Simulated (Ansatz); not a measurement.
# BaTiO3 (Barioperovskite): how G0W0 depends on its starting point, part 2 of 2

How much of the starting functional survives in the G0W0 gap of BaTiO3 (Barioperovskite)?

Ansatz 0.2.0; G0W0 on several functionals, plane waves, PAW. Known limits of the many-body steps: not at the basis limit; no spin-orbit coupling; coarse k mesh.

So far. Step 2 (G0W0 on LDA): The gap on the mesh goes from 1.82 eV to 3.47 eV, a correction of +1.65 eV. Between the two edge states, bare exchange in place of the xc potential would open the gap by 12.79 eV, and correlation takes back 11.14 eV.

In doubt: masses and optical values from hybrid runs of this build are listed as unsure (step 4), which bears on the screening that GW takes from such a start.

### 3. G0W0 on r2SCAN

The same correction from a different start measures what one shot leaves open.

This step: G0W0 on r2SCAN, plane waves, PAW.

input.yaml

```yaml
crystal:
  lattice:
    - [3.9855, 0.0, 0.0]
    - [0.0, 2.8369, 2.84515]
    - [0.0, -2.8369, 2.84515]
  atoms:
    - { symbol: Ba, position: [0.0, 0.0, 0.0] }
    - { symbol: Ti, position: [0.5, 0.5124, 0.5124] }
    - { symbol: O, position: [0.0, 0.4874, 0.4874] }
    - { symbol: O, position: [0.5, 0.50524, 0.99184] }
    - { symbol: O, position: [0.5, 0.99184, 0.50524] }
kpoints:
  mp_grid: { grid: [4, 4, 4] }
hamiltonian:
  xc: r2scan
scf:
  occupations: { method: fixed }
gw:
  n_empty_bands: 509
  ecut_chi: 230.0
  qp_bands: [v2, c2]
  qp_kpoints: band_edges
  screening: { model: contour_deformation }
```

Launch:

```console
$ ansatz run input.yaml --threads 3 --pin off --max-ram 92160MiB --backend cuda --events-out ev --progress --plain --runs-dir out --devices 1 --max-vram 13GiB
```

Numbers of over 12 decimals in the logs are rounded to 6 here.

Output:

```text
GPUs: using 1 of 1 available (devices: 1).
[...]
GPU FFT provider: cuFFT
GPU libraries: cuBLAS 13.8.2, cuFFT 12.4.0, cuSOLVER 12.3.4
Crystal: 5 atoms, lattice volume = 64.337 Å³
Basis set: ecut = 500 eV, 1639 PW (Γ), exchange–correlation on 120×120×120 points (64 copies of the dense FFT grid, shifted against one another)
Bands: 25, of which v1, the nominal top of the filled ones, is band 20 counted from 1 (19 counted from 0)
Symmetry: 4 space group operations
[...]
k-points: 21 of 64 (time reversal used)
[...]
GPU buffer pool allocated for 27000 grid points (all kernels)
[...]
SCF iter   1: F=—  HF=-10183.691614 eV  |F-HF|=—  |Δ(HF+E_count)|=         —  Δρ=2.19e-2  dr2=3.89e-1  dr2_τ=2.41e-1  ethr=1.77e-3  ⟨swp⟩=4.6  Hψ=2250  notcnv=0  defer=30
[...]
SCF iter   8: F=-10183.785805 eV  HF=-10183.785805 eV  |F-HF|=4.01e-8  |Δ(HF+E_count)|=   8.48e-8  Δρ=8.56e-6  dr2=5.29e-8  dr2_τ=5.23e-9  ethr=2.50e-10  ⟨swp⟩=8.0  Hψ=2295  notcnv=0
SCF 1 converged in 8 iterations: F = -10183.785805 eV  dr2 = 5.29e-8
[...]
NSCF: frozen V_eff on 21 k-points, pencils in batches of 32, up to order 100
[...]
NSCF: frozen V_eff on 21 k-points
G₀W₀ screening: q 1/21
[... further progress lines ...]
[...]
SCF converged after 8 iterations
Free energy (F): -10183.785805 eV
[...]
Internal energy: -10183.785805 eV  (E = F + TS)
E sigma→0 (E₀):  -10183.785805 eV
Fermi energy:    9.946282 eV
[...]
--- Band table (eV; the first three rows and the last of 21) ---
  k-point 0: bands = [... 16 lower, 8.8065, 9.6344, 9.7235, 9.7668, 12.1999, 12.2575, 12.4068, 14.3049, ... 1 higher]
  k-point 1: bands = [... 16 lower, 8.5120, 8.7432, 9.3669, 9.4583, 12.3478, 13.0940, 13.1473, 14.3351, ... 1 higher]
  k-point 2: bands = [... 16 lower, 8.1239, 8.3002, 9.1433, 9.2118, 12.4083, 13.8402, 13.8676, 14.3319, ... 1 higher]
  k-point 20: bands = [... 16 lower, 7.5949, 9.8982, 9.9354, 9.9463, 14.4803, 14.5219, 14.5345, 17.2956, ... 1 higher]
[...]
0    19      9.7235   -25.9892     4.0069   -21.6780  0.7307     9.4175     9.4192  root
     0    20      9.7668   -26.0685     4.0461   -21.7204  0.7309     9.4632     9.4648  root
     0    21     12.1999   -12.5934    -6.6085   -20.0289  0.7370    13.0395    13.0268  root
     0    22     12.2575   -12.6906    -6.5293   -20.0508  0.7366    13.1013    13.0885  root
     1    19      9.3669   -25.4797     3.8985   -21.2635  0.7278     9.0473     9.0492  root
     1    20      9.4583   -25.7824     4.0421   -21.4274  0.7285     9.1435     9.1454  root
     1    21     12.3478   -12.9231    -6.6143   -20.3794  0.7333    13.2033    13.1898  root
     1    22     13.0940   -13.8695    -6.6831   -21.4250  0.7171    13.9834    13.9664  root
[...]
20    19      9.9354   -25.9168     4.4012   -21.2348  0.7211     9.6531     9.6546  root
    20    20      9.9463   -25.9131     4.3953   -21.2394  0.7211     9.6663     9.6679  root
    20    21     14.4803   -14.5647    -7.7950   -23.2530  0.6755    15.4017    15.3736  root
    20    22     14.5219   -14.5828    -7.8551   -23.3343  0.6737    15.4472    15.4183  root
```

It took 62 s on 1 × NVIDIA H100 80GB HBM3 (shared by 6 runs) with 3 threads of AMD EPYC 7R13 (Zen 3), shared host; peak memory 2.3 GiB.

Numbers from this step:

* bands summed: 529
* RPA ε∞ on this mesh (eigenvalues): 5.565, 5.619, 5.658
* plane waves in the screening matrix: 485
* q-points in the mesh: 64
* G0W0 gap on the mesh: 3.359 eV
* k of the valence top: -0.5, -0.5, -0.5
* k of the conduction bottom: 0, 0, 0
* starting gap on the mesh: 2.254 eV
* Z at the valence top: 0.7211
* Z at the conduction bottom: 0.7370
* least direct G0W0 gap on the computed points: 3.562 eV

Against the run with 4×4×4 mesh, 509 empty bands, screening to 230 eV on LDA, the gap moves by −0.11 eV, while the start moved by +0.44 eV.

### 4. G0W0 on HSE06

This step: G0W0 on HSE06, plane waves, PAW.

Edit input.yaml of step 3 so:

```diff
@@ -14,3 +14,3 @@
 hamiltonian:
-  xc: r2scan
+  xc: hse06
 scf:
```

Output:

```text
GPUs: using 1 of 1 available (devices: 1).
[...]
davidson cushion auto → on  (no smearing: the cushion is to keep the highest requested band from converging to the state above it; pin scf.eigensolver.cushion to override)
[...]
GPU FFT provider: cuFFT
GPU libraries: cuBLAS 13.8.2, cuFFT 12.4.0, cuSOLVER 12.3.4
Crystal: 5 atoms, lattice volume = 64.337 Å³
Basis set: ecut = 420 eV, 1249 PW (Γ)
[...]
1    21     12.7090   -12.3216    -6.2353   -18.9822  0.7682    13.1367    13.1344  root
     1    22     13.5323   -13.2693    -6.3077   -20.0071  0.7541    13.9650    13.9624  root
[...]
20    19      9.2241   -25.9260     4.0900   -21.8910  0.7543     9.2790     9.2791  root
    20    20      9.2374   -25.9235     4.0857   -21.8936  0.7543     9.2931     9.2932  root
    20    21     15.1285   -14.1520    -7.2601   -21.7781  0.7173    15.4973    15.4946  root
    20    22     15.1815   -14.1930    -7.3218   -21.8788  0.7152    15.5482    15.5454  root
[key lines of the parts left out:]
Free energy (F): -10163.439218 eV
Fermi energy:    9.237404 eV
```

Wall time 82 s (1 × NVIDIA H100 80GB HBM3 (shared by 6 runs) with 3 threads); peak memory 2.5 GiB; 1.8 min of CPU time.

Numbers from this step:

```
bands summed                                 : 529
RPA ε∞ on this mesh (eigenvalues)            : 4.606, 4.643, 4.665
plane waves in the screening matrix          : 485
G0W0 gap on the mesh                         : 3.671 eV
k of the valence top                         : -0.5, -0.5, -0.5
k of the conduction bottom                   : 0, 0, 0
starting gap on the mesh                     : 3.310 eV
least direct G0W0 gap on the computed points : 3.882 eV
```

Against the run with 4×4×4 mesh, 509 empty bands, screening to 230 eV on r2SCAN, the gap moves by +0.31 eV, while the start moved by +1.06 eV.

### 5. Side by side

All on the 4×4×4 mesh with 509 empty bands and screening to 230 eV. Times are wall times on 1 × NVIDIA H100 80GB HBM3 (shared by 6 runs) with 3 threads of AMD EPYC 7R13 (Zen 3), shared host, good to a factor of about two.

```tsv
start	starting gap (eV)	shift (eV)	G0W0 gap (eV)	RPA ε∞ (harmonic mean)	Z (valence, conduction)	time
LDA	1.82	+1.65	3.47	6.54	0.71, 0.73	55 s
r2SCAN	2.25	+1.11	3.36	5.61	0.72, 0.74	62 s
HSE06	3.31	+0.36	3.67	4.64	0.75, 0.77	82 s
```

The parts of the quasiparticle energy at the two band edges (eV; QP = start + Σx + Σc − Vxc):

```tsv
run	edge	start	Σx	Σc	Vxc	Z	QP
LDA	valence top	9.88	-25.75	4.44	-20.90	0.71	9.46
LDA	conduction bottom	11.69	-12.62	-6.70	-20.56	0.73	12.93
r2SCAN	valence top	9.95	-25.91	4.40	-21.24	0.72	9.67
r2SCAN	conduction bottom	12.20	-12.59	-6.61	-20.03	0.74	13.03
HSE06	valence top	9.24	-25.92	4.09	-21.89	0.75	9.29
HSE06	conduction bottom	12.55	-12.02	-6.20	-18.63	0.77	12.96
```

For a hybrid start, Vxc holds its share of exact exchange.

### 6. What came out

```
G0W0@LDA     : 3.47 eV (start 1.82 eV)
G0W0@r2SCAN  : 3.36 eV (start 2.25 eV)
G0W0@HSE06   : 3.67 eV (start 3.31 eV)
known limits : not at the basis limit; no spin-orbit coupling; coarse k mesh
```

What this shows: The starting gaps span 1.49 eV and the G0W0 gaps 0.31 eV. Between LDA and HSE06, 0.20 eV of the 1.49 eV survives, 13 %. The order is not kept throughout: r2SCAN starts 0.44 eV above LDA and ends 0.11 eV below it, so orbitals matter beside the gap. HSE06 screens less than LDA (ε∞ 4.64 against 6.54). Of the 0.20 eV by which its G0W0 gap is higher, the correlation part gives +0.86 eV, and exchange with the one-particle terms, which follow the orbitals, −0.66 eV. The smallest correction, +0.36 eV, is on HSE06, the start nearest to reproducing itself. Bands and cutoff are finite, so the gap is not at the basis limit. The miss can reach some tenths of an eV and take either sign; the mesh is an error of its own. The 4×4×4 mesh is coarse for this cell (its supercell is 16 Å along the shortest edge). The RPA ε∞ on it, from the LDA start, is 6.48, 6.55 and 6.61; such meshes misread the long-range screening, most where the gap is narrow. The many-body steps are scalar-relativistic: spin-orbit coupling is not in them.

[Paths, hosts, dates, memory and timing lines, banners, echoed tables and standing remarks are left out of the program output.]

[Logs are printed without paths, hosts, clocks, repeated set-up lines and the standing remarks that a program may print on its own settings, such as how far it seeks lower states.]

[Runs of the session that timed out or met a known fault of the program may be left out.]

[Cells called generated may have been cut or substituted from an entry of the Crystallography Open Database or the Materials Project.]

[Hosts, paths, dates, database ids (printed as entryN), source tags and the programs' standing remarks are cut or masked in the printed files.]
